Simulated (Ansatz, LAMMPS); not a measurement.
# Gap against volume in glassy 56SiO2-19BaO-25CaO (mol %) (82 atoms)

Density of this cell: 3.32 g/cm³. The cell holds 82 atoms: 18 Si, 6 Ba, 8 Ca and 50 O. Cell: a = 10.616 Å, b = 10.840 Å, c = 10.650 Å, α = 87.0°, β = 90.3°, γ = 90.0°. The starting structure: 82 atoms (18 Si, 6 Ba, 8 Ca, 50 O) placed at random at 3.25 g/cm³, melted at 4000 K for 10 ps at fixed volume with the Morse and Coulomb pair potential with partial charges (Pedone, Malavasi, Menziani, Cormack and Segre, J. Phys. Chem. B 110, 11780 (2006)). Quenched from 4000 K to 300 K at 10 K/ps and fixed volume, held 10 ps at zero pressure.

Calculated with Ansatz 0.2.0: Kohn-Sham DFT, PBE, PAW (set soft_2), plane waves; cutoff 420 eV, Γ point, fermi-dirac smearing of 0.05 eV. The relaxed cell was scaled evenly and the atoms were relaxed at each volume. The gap is that between the highest filled and the lowest empty Kohn-Sham level on the run's k-points.

| volume (Å³/atom) | gap (eV) |
| --- | --- |
| 13.431 | 4.212 |
| 14.028 | ? |
| 14.476 | 3.969 |
| 14.924 | 3.869 |
| 15.371 | 3.795 |
| 15.819 | 3.762 |

Task: Fit a straight line in ln V to the rows given and interpolate to the withheld row.

Worked fit:

A volume deformation potential makes the spacing linear in u = ln(V/V0), with V0 = 14.924 Å³ the relaxed volume; v is the spacing.

```
u = ln(V/V0)  v (eV)
   -0.105360  4.2118
  -0.0304583  3.9685
           0  3.8688
   0.0295590  3.7945
   0.0582688  3.7617
```

With n = 5: mean u = -0.00959815, mean v = 3.92106, Σ(u − ū)² = 0.015837, Σ(u − ū)(v − v̄) = -0.045104. Slope b = -0.045104 / 0.015837 = -2.8480; intercept a = v̄ − b ū = 3.8937.

At the withheld volume u = -0.06188, and v = a + b u.

Prediction at 14.028: 4.070 eV. The run gave 4.063 eV, so the fit is high by 0.0069 eV (0.17 % of the value).

The slope, -2.85 eV, says that the spacing narrows on expansion. Among the rows given, the largest miss of the fit is at 15.819, by 0.034 eV (7.5 % of the range of the table).

Limits: The table spans 16 % in volume, wide for a linear law. Semilocal functionals tend to put gaps under measured ones. Only the Γ point is sampled. Defect or tail levels can set the spacing of a disordered cell. Spin–orbit coupling is left out, which matters for the levels of the heavy elements.

[Logs are printed without paths, hosts, clocks, repeated set-up lines and the standing remarks that a program may print on its own settings, such as how far it seeks lower states.]

[Hosts, paths, dates, database ids (printed as entryN), source tags and the programs' standing remarks are cut or masked in the printed files.]
